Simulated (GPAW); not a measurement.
# hexatriene-1,6-dithiol between two Ir chains: transmission at several levels, part 2 of 2

Aim: T(E), conductance and thermopower of hexatriene-1,6-dithiol between two Ir chains, and what cheaper settings cost in accuracy.

GPAW 26.7.0; GPAW LCAO, PAW setups; Landauer transmission from Green's functions with principal layers (ASE), zero bias.

So far, transmission at the Fermi level (one spin): step 2 (double-zeta polarised basis, PBE, GPAW) 0.899; step 3 (basis szp(dzp), PBE, GPAW) 0.950; step 4 (basis sz(dzp), PBE, GPAW) 0.997; step 5 (LDA) 0.884.

## Step 8: Mixing 0.02

Mixing changes the road to self-consistency, not its end. The mixing history changes the road to self-consistency, not its end.

This step: GPAW LCAO, PAW setups; Landauer transmission from Green's functions with principal layers (ASE), zero bias (GPAW 26.7.0).

run.py

```python
import json
import numpy as np
from ase import Atoms
from ase.transport.calculators import TransportCalculator
from gpaw import GPAW, FermiDirac
from gpaw.lcao.tools import get_lcao_hamiltonian
from scipy.linalg import eigh

# The junction with lead layers at both ends, along the third cell vector
device = Atoms(
    ['Ir', 'Ir', 'Ir', 'Ir', 'Ir', 'Ir', 'Ir', 'S', 'C', 'H', 'H', 'C', 'C', 'H', 'H', 'C', 'C', 'H', 'H', 'C', 'S', 'Ir', 'Ir', 'Ir', 'Ir', 'Ir', 'Ir', 'Ir'],
    positions=[
        [5.73836, 4.50000, 1.15000],
        [5.73836, 4.50000, 3.45000],
        [5.73836, 4.50000, 5.75000],
        [5.73836, 4.50000, 8.05000],
        [5.73836, 4.50000, 10.35000],
        [5.73836, 4.50000, 12.65000],
        [5.73836, 4.50000, 14.95000],
        [4.39709, 4.49998, 16.94023],
        [4.25887, 4.49998, 18.66435],
        [3.25001, 4.49997, 19.06730],
        [6.33117, 4.49999, 19.06757],
        [5.32383, 4.49999, 19.47828],
        [5.20627, 4.49998, 20.92118],
        [7.27655, 4.49999, 21.32268],
        [4.20017, 4.49998, 21.33697],
        [6.27045, 4.49998, 21.73847],
        [6.15289, 4.49998, 23.18137],
        [5.14554, 4.49998, 23.59207],
        [8.22671, 4.49998, 23.59235],
        [7.21785, 4.49998, 23.99530],
        [7.07962, 4.49997, 25.71942],
        [5.73836, 4.50000, 27.70965],
        [5.73836, 4.50000, 30.00965],
        [5.73836, 4.50000, 32.30965],
        [5.73836, 4.50000, 34.60965],
        [5.73836, 4.50000, 36.90965],
        [5.73836, 4.50000, 39.20965],
        [5.73836, 4.50000, 41.50965]],
    cell=[[11.47671, 0.0, 0.0], [0.0, 9.0, 0.0], [0.0, 0.0, 42.65965]],
    pbc=True)

# One principal layer of the lead: the first 5 atoms of the device
lead = Atoms(
    ['Ir', 'Ir', 'Ir', 'Ir', 'Ir'],
    positions=[
        [5.73836, 4.50000, 1.15000],
        [5.73836, 4.50000, 3.45000],
        [5.73836, 4.50000, 5.75000],
        [5.73836, 4.50000, 8.05000],
        [5.73836, 4.50000, 10.35000]],
    cell=[[11.47671, 0.0, 0.0], [0.0, 9.0, 0.0], [0.0, 0.0, 11.5]],
    pbc=True)

settings = dict(mode='lcao', basis='dzp', xc='PBE', h=0.2,
                occupations=FermiDirac(0.1), maxiter=250,
                mixer=dict(beta=0.02, nmaxold=12, weight=100.0),
                convergence=dict(density=0.0001))
energies = np.arange(-2, 2 + 1e-9, 0.05)
eta = 0.0001
n1, n2 = 1, 1
# k and -k transmit alike, so half of the mesh across the current serves
mesh = [(i, j) for i in range(n1) for j in range(n2) if (i, j) <= (-i % n1, -j % n2)]
weights = np.array([1 if (i, j) == (-i % n1, -j % n2) else 2 for i, j in mesh]) / (n1 * n2)


def ground_state(atoms, size, txt):
    atoms.calc = GPAW(kpts={'size': size, 'gamma': True}, symmetry={'tolerance': 1e-3}, txt=txt, **settings)
    atoms.get_potential_energy()
    return atoms.calc.get_fermi_level()


def blocks(atoms, fermi, points, nz, cells):
    """H - E_F S and S between cell 0 and the cells above it, at each point across the current."""
    kz = np.arange(nz) / nz
    calc = atoms.calc.fixed_density(kpts=[(*k, z) for k in points for z in kz], symmetry='off', txt=None)
    H, S = get_lcao_hamiltonian(calc)
    H = (H - fermi * S).reshape(len(H), len(points), nz, *S.shape[1:])
    S = S.reshape(H.shape[1:])
    phases = [np.exp(-2j * np.pi * kz * R) / nz for R in cells]
    return [(np.einsum('skzij,z->ksij', H, p), np.einsum('kzij,z->kij', S, p)) for p in phases]


def pair(a, b):
    return np.block([[a, b], [b.T.conj(), a]])


def count_channels(h, s, cells, nk=240):
    """Half the number of times that the lead's bands cross each energy, unfolded to its shortest repeat."""
    b = len(h) // cells
    bands = []
    for k in (np.arange(nk + 1) + 0.5) / nk:
        hk, sk = h[:b, :b].copy(), s[:b, :b].copy()
        for R in range(1, cells):
            phase, block = np.exp(2j * np.pi * k * R), slice(R * b, (R + 1) * b)
            hk += h[:b, block] * phase + (h[:b, block] * phase).T.conj()
            sk += s[:b, block] * phase + (s[:b, block] * phase).T.conj()
        w, u = eigh(sk)
        x = u[:, w > 1e-5] / w[w > 1e-5]**0.5  # drop near-dependent combinations
        bands.append(np.r_[eigh(x.T.conj() @ hk @ x, eigvals_only=True), [1e9] * (w <= 1e-5).sum()])
    below = np.array(bands)[:, :, None] < energies
    return (below[1:] != below[:-1]).sum((0, 1)) / 2


fermi_lead = ground_state(lead, (1, 1, 10), 'lead.txt')
fermi_device = ground_state(device, (1, 1, 2), 'device.txt')
T, channels, eigen, tail, misfit, shifts = [], [], [], 0.0, 0.0, []
for first in range(0, len(mesh), 141):
    points = [(i / n1, j / n2) for i, j in mesh[first:first + 141]]
    (H0k, S0k), (H1k, S1k), (H2k, _) = blocks(lead, fermi_lead, points, 5, range(3))
    [(Hk, Sk)] = blocks(device, fermi_device, points, 2, [0])
    tail = max(tail, abs(H2k).max())
    for H0, S0, H1, S1, H, S in zip(H0k, S0k, H1k, S1k, Hk, Sk):
        n = len(S0)
        # Shift the lead onto the potential of the device's first layer
        shift = ((H[:, 0, 0] - H0[:, 0, 0]) / S0[0, 0]).real.mean()
        shifts.append(shift)
        misfit = max(misfit, abs(H[:, :n, :n] - H0 - shift * S0).max())
        Tk, Ck, Ek = [], [], []
        for s in range(len(H)):
            t = s % len(H0)  # a lead without moments serves both spins
            h1, s1 = pair(H0[t] + shift * S0, H1[t] + shift * S1), pair(S0, S1)
            leads = dict(h1=h1, s1=s1, energies=energies, eta=eta, eta1=eta, eta2=eta)
            calc = TransportCalculator(h=H[s], s=S, eigenchannels=3, **leads)
            Tk.append(calc.get_transmission())
            Ek.append(np.sort(calc.eigenchannels_ne, axis=0)[::-1])
            Ck.append(count_channels(h1, s1, 10))
        T.append(Tk)
        channels.append(Ck)
        eigen.append(Ek)
T, channels = np.array(T), np.array(channels)
mean, open_channels = np.einsum('kse,k->se', T, weights), np.einsum('kse,k->se', channels, weights)

print(f'basis functions: device {len(S)}, principal layer {n}')
print(f'Fermi level: lead {fermi_lead:.4f} eV, device {fermi_device:.4f} eV; lead shifted by {np.mean(shifts):.4f} eV')
print(f'largest coupling past the next layer {tail:.2e} eV, largest misfit of the first layer {misfit:.3f} eV')
print('  E-E_F (eV)   ' + 'T (one spin)  channels')
for e, t, c in zip(energies, mean.T, open_channels.T):
    print(f'{e:10.3f}  ', *[f'{x:11.4e}' for x in t], *[f'{x:9.4f}' for x in c])

kT = 8.617333e-5 * 77
fine = np.linspace(energies[0], energies[-1], 4001)
both = np.exp(np.interp(fine, energies, np.log(np.maximum(mean.sum(0) * 2 / len(mean), 1e-30))))
fermi = lambda mu: 1 / (1 + np.exp(np.clip((fine - mu) / kT, -200, 200)))
slope = fermi(0) * (1 - fermi(0)) / kT
G = np.trapezoid(both * slope, fine) / 2
seebeck = -np.trapezoid(both * slope * fine, fine) / (2 * G * 77) * 1e6
print(f'conductance at 77 K: {G:.5g} G0 a cell; thermopower {seebeck:.4g} uV/K')
bias = [0.1, 0.2, 0.5, 1.0, 1.5, 2.0]
current = [38.74 * np.trapezoid(both * (fermi(V / 2) - fermi(-V / 2)), fine) for V in bias]
for V, I in zip(bias, current):
    print(f'current from the zero-bias T(E) at {V} V: {I:.5g} uA')
zero = abs(energies).argmin()
json.dump(dict(energies=energies.tolist(), T=mean.tolist(), channels=open_channels.tolist(), G=G, seebeck=seebeck,
               bias=bias, current=current, tail=tail, misfit=misfit, shift=np.mean(shifts), n_device=len(S), n_lead=n,
               fermi=[fermi_lead, fermi_device], energy=device.get_potential_energy(),
               moments=device.get_magnetic_moments().tolist(), mesh=mesh, weights=weights.tolist(),
               T_k=T[:, :, zero].tolist(), eigen=np.array(eigen[0]).tolist()), open('result.json', 'w'))
```

Command:

```console
OMP_NUM_THREADS=1 OPENBLAS_NUM_THREADS=1 python run.py
```

The job ended after 3.2 min (1 thread of Arm Neoverse V1, shared host; peak memory 2 GiB).

This step gave:

```
conductance                                    : 0.9065 G₀
largest coupling past the next principal layer : 1.48e-6 eV
largest misfit of the first principal layer    : 0.1943 eV
shift that aligns the lead                     : -0.02043 eV
transmission at the Fermi level (one spin)     : 0.8996
```

One spin. Table of transmission, zone mean by energy, zero at the Fermi level:

| energy (eV) | transmission, zone mean |
| --- | --- |
| -2.00 | 0.378 |
| -1.90 | 0.569 |
| -1.80 | 0.827 |
| -1.70 | 1.00 |
| -1.55 | 0.861 |
| -1.45 | 0.687 |
| -1.35 | 0.595 |
| -1.25 | 0.899 |
| -1.15 | 0.957 |
| -1.05 | 0.945 |
| -0.90 | 1.00 |
| -0.80 | 0.987 |
| -0.70 | 0.956 |
| -0.60 | 0.895 |
| -0.50 | 0.900 |
| -0.40 | 0.902 |
| -0.25 | 0.876 |
| -0.15 | 0.997 |
| -0.05 | 0.975 |
| 0.00 | 0.900 |
| 0.05 | 0.902 |
| 0.15 | 0.996 |
| 0.25 | 0.748 |
| 0.40 | 0.363 |
| 0.50 | 0.242 |
| 0.60 | 0.173 |
| 0.70 | 0.133 |
| 0.80 | 0.108 |
| 0.90 | 0.0922 |
| 1.05 | 0.0790 |
| 1.15 | 0.0744 |
| 1.25 | 0.0717 |
| 1.35 | 0.0703 |
| 1.45 | 0.0694 |
| 1.55 | 0.0683 |
| 1.70 | 0.0622 |
| 1.80 | 0.0482 |
| 1.90 | 0.00981 |
| 2.00 | 2.1e-5 |

Not self-consistent under bias; the bias window is split evenly. Table of current through one cell, from the zero-bias transmission by bias:

| bias (V) | current through one cell, from the zero-bias transmission (μA) |
| --- | --- |
| 0.100 | 7.12 |
| 0.200 | 14.2 |
| 0.500 | 35.7 |
| 1.000 | 61.3 |
| 1.500 | 82.4 |
| 2.000 | 103 |

Table of transmission of the three most open eigenchannels by energy, zero at the Fermi level:

| energy (eV) | channel 1 | channel 2 | channel 3 |
| --- | --- | --- | --- |
| -2.00 | 0.367 | 0.0117 | 3.3e-6 |
| -1.90 | 0.556 | 0.0129 | 4.6e-6 |
| -1.80 | 0.813 | 0.0137 | 6.0e-6 |
| -1.70 | 0.990 | 0.0138 | 7.4e-6 |
| -1.55 | 0.850 | 0.0109 | 9.5e-6 |
| -1.45 | 0.679 | 0.00777 | 1.1e-5 |
| -1.35 | 0.590 | 0.00486 | 1.4e-5 |
| -1.25 | 0.894 | 0.00519 | 1.7e-5 |
| -1.15 | 0.952 | 0.00515 | 1.8e-5 |
| -1.05 | 0.941 | 0.00425 | 1.8e-5 |
| -0.90 | 0.997 | 0.00380 | 1.8e-5 |
| -0.80 | 0.983 | 0.00386 | 1.7e-5 |
| -0.70 | 0.953 | 0.00361 | 1.6e-5 |
| -0.60 | 0.891 | 0.00379 | 1.5e-5 |
| -0.50 | 0.896 | 0.00403 | 1.5e-5 |
| -0.40 | 0.898 | 0.00373 | 1.4e-5 |
| -0.25 | 0.870 | 0.00509 | 1.4e-5 |
| -0.15 | 0.993 | 0.00465 | 1.4e-5 |
| -0.05 | 0.971 | 0.00320 | 1.3e-5 |
| 0.00 | 0.897 | 0.00230 | 1.3e-5 |
| 0.05 | 0.900 | 0.00167 | 1.3e-5 |
| 0.15 | 0.995 | 7.3e-4 | 1.1e-5 |
| 0.25 | 0.747 | 6.1e-4 | 1.0e-5 |
| 0.40 | 0.363 | 4.7e-4 | 7.7e-6 |
| 0.50 | 0.241 | 4.1e-4 | 6.4e-6 |
| 0.60 | 0.173 | 3.5e-4 | 5.1e-6 |
| 0.70 | 0.132 | 3.0e-4 | 3.9e-6 |
| 0.80 | 0.108 | 2.5e-4 | 2.6e-6 |
| 0.90 | 0.0921 | 1.6e-4 | 1.2e-6 |
| 1.05 | 0.0789 | 1.6e-4 | 1.1e-6 |
| 1.15 | 0.0742 | 1.7e-4 | 1.1e-6 |
| 1.25 | 0.0715 | 1.7e-4 | 1.0e-6 |
| 1.35 | 0.0701 | 1.7e-4 | 1.0e-6 |
| 1.45 | 0.0693 | 1.7e-4 | 1.0e-6 |
| 1.55 | 0.0682 | 1.6e-4 | 1.0e-6 |
| 1.70 | 0.0621 | 1.4e-4 | 9.4e-7 |
| 1.80 | 0.0481 | 1.2e-4 | 8.1e-7 |
| 1.90 | 0.00975 | 5.9e-5 | 2.9e-7 |
| 2.00 | 2.1e-5 | 7.7e-10 | 0 |

The conductance equals that of the dzp run to 0.2 %.

## Step 9: Density threshold 0.01

The Hamiltonian is taken from the last density. The density threshold is one of the tests that end the cycle; the energy must settle too, so a loose value may not be the test that decides.

run.py: that of step 8 with these lines changed.

```diff
@@ -57,4 +57,4 @@
                 occupations=FermiDirac(0.1), maxiter=250,
-                mixer=dict(beta=0.02, nmaxold=12, weight=100.0),
-                convergence=dict(density=0.0001))
+                mixer=dict(beta=0.1, nmaxold=8, weight=100.0),
+                convergence=dict(density=0.01))
 energies = np.arange(-2, 2 + 1e-9, 0.05)
```

Run time: 3.2 min. Hardware: 1 thread; peak memory 1.8 GiB.

The run finished with changed settings (conv = 0.01); it serves as a test.

Side by side:

| quantity | this run | sound run | difference |
| --- | --- | --- | --- |
| conductance (G₀) | 0.86696 | 0.90607 | -0.0391 |
| largest coupling past the next principal layer (eV) | 1.484e-6 | 1.484e-6 | 1.9e-10 |
| largest misfit of the first principal layer (eV) | 0.16521 | 0.19352 | -0.0283 |
| shift that aligns the lead (eV) | -0.021347 | -0.020396 | -9.5e-4 |
| transmission at the Fermi level (one spin) | 0.85310 | 0.89917 | -0.0461 |

One result that differs is the transmission at the Fermi level (one spin), 0.853 against 0.899.

## Step 10: Summary of results

```json
{
 "conductance": "0.906 G₀",
 "transmission at the Fermi level, mean of the spins": "0.899"
}
```

**Reading.** In the dzp basis the junction conducts 0.906 G₀ at 77 K, with T = 0.899 a spin at the Fermi level; the sz basis reaches that conductance within 10 %. At the Fermi level one eigenchannel carries the current (0.90). Measured against the first run (dzp), the nearest curve is that of dzp-LDA (r.m.s. 0.016) and the farthest that of sz (0.18). Over the compared runs wall time goes from 127 s (sz) to 271 s (dzp), on a shared host. The geometry was built from estimated bond lengths and not relaxed, so the numbers describe this model structure. The run had no spin polarisation, so a magnetic state, which chains and small molecules with open shells often have, wasn't tested. Spin-orbit coupling is left out, which matters for the heavy atoms here. Semilocal functionals put molecular levels too near the Fermi level, so such conductances usually come out too high, and chain electrodes have a sharper density of states than real ones. An evenly spaced straight chain is an idealisation: free chains tend to dimerise, zigzag or, where a band edge lies near the Fermi level, turn magnetic. The currents use the zero-bias T(E) throughout, which holds only while the bias is small against the distance to the nearest feature. The thermopower isn't quoted: it samples T(E) farther from the Fermi level than the conductance does, and the energy grid wasn't tested for it.

[Logs are printed without paths, hosts, clocks, repeated set-up lines and the standing remarks that a program may print on its own settings, such as how far it seeks lower states.]

[Hosts, paths, dates, database ids (printed as entryN), source tags and the programs' standing remarks are cut or masked in the printed files.]
